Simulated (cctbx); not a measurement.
**Lattice, Laue class and space group of a new crystal**

Cell: a = 6.5300 Å, b = 6.5300 Å, c = 19.4330 Å, α = 90.00°, β = 90.00°, γ = 90.00°. Expected content of the cell: Sb4 Sr8 Cr4 S24.

Simulated single-crystal data (cctbx): Mo Kα, λ = 0.71073 Å, to d = 0.84 Å, 95 % of the full sphere, strongest reflection 20000 counts, noise from counting, a 1.5 % proportional error and a noise floor of 2 counts (s.d.); no absorption.

Tests on the unmerged data give:

```text
5579 reflections to d = 0.841 A
centring   violations  <I/sigma> of those
    A        935 of  2770      6.0
    B        938 of  2781      6.0
    C        739 of  2767      4.1
    I        844 of  2798      4.7
    R       1216 of  3727      6.1
    F       1306 of  4159      5.4
Laue class    unique    Rint  (classes that these axes allow; Friedel mates merged)
P -1             2913   0.021
P 1 2/m 1        1603   0.027
P 1 1 2/m        1516   0.025
P 2/m 1 1        1603   0.027
P m m m           902   0.029
P 4/m             770   0.027
P 4/m m m         508   0.030
space group    extra absences  I>4sigma  <I/sigma>
P 4 2 2                 0          0         -  acentric
P 4 21 2               16          0      -0.3  acentric
P 4 m m                 0          0         -  acentric
P -4 2 m                0          0         -  acentric
P -4 21 m              16          0      -0.3  acentric
P -4 m 2                0          0         -  acentric
P 4/m m m               0          0         -  centric
P 4/n m m :1           85          0       0.0  centric
P 4/n m m :2           85          0       0.0  centric
Wilson B = 1.27 A^2   <|E^2-1|> = 1.320 (0.968 centric, 0.736 acentric)   E^2>4: 6.0 %
shell (A)         n   <I/sigma>
19.44 - 1.68     82     19.3
 1.68 - 1.33     65     22.5
 1.33 - 1.17     66     18.6
 1.17 - 1.06     62     19.2
 1.06 - 0.98     58     18.7
 0.98 - 0.93     54     20.5
 0.93 - 0.88     70     13.3
 0.88 - 0.84     51     16.9
```

Q: Read the symmetry from these tables.

Every centring test has many violations, so the lattice is primitive.

Rint stays low (0.021 to 0.030) up to P 4/m m m, the highest class in these axes.

9 settings pass the absence test. The most absences obeyed, 85, belong to P 4/n m m alone.

⟨|E²−1|⟩ = 1.320 is above even the centric ideal, a mark of pseudo-translation (a class of systematically weak reflections). The Wilson B of 1.27 Å² means U ≈ 0.0161 Å².

The true group is P4/n (no. 85, origin choice 1), Laue class 4/m, centrosymmetric. It isn't in the list: the twinning raises the apparent Laue symmetry.

The crystal is twinned by the law (1 0 0 0 -1 0 0 0 -1) with a minor fraction of 0.47; Rint in the higher class falls towards the noise as the fraction nears 1/2.

The model was made for the exercise: a known structure type with other elements put in, its volume estimated, not relaxed; displacement parameters are assumed.

[Logs are printed without paths, hosts, clocks, repeated set-up lines and the standing remarks that a program may print on its own settings, such as how far it seeks lower states.]
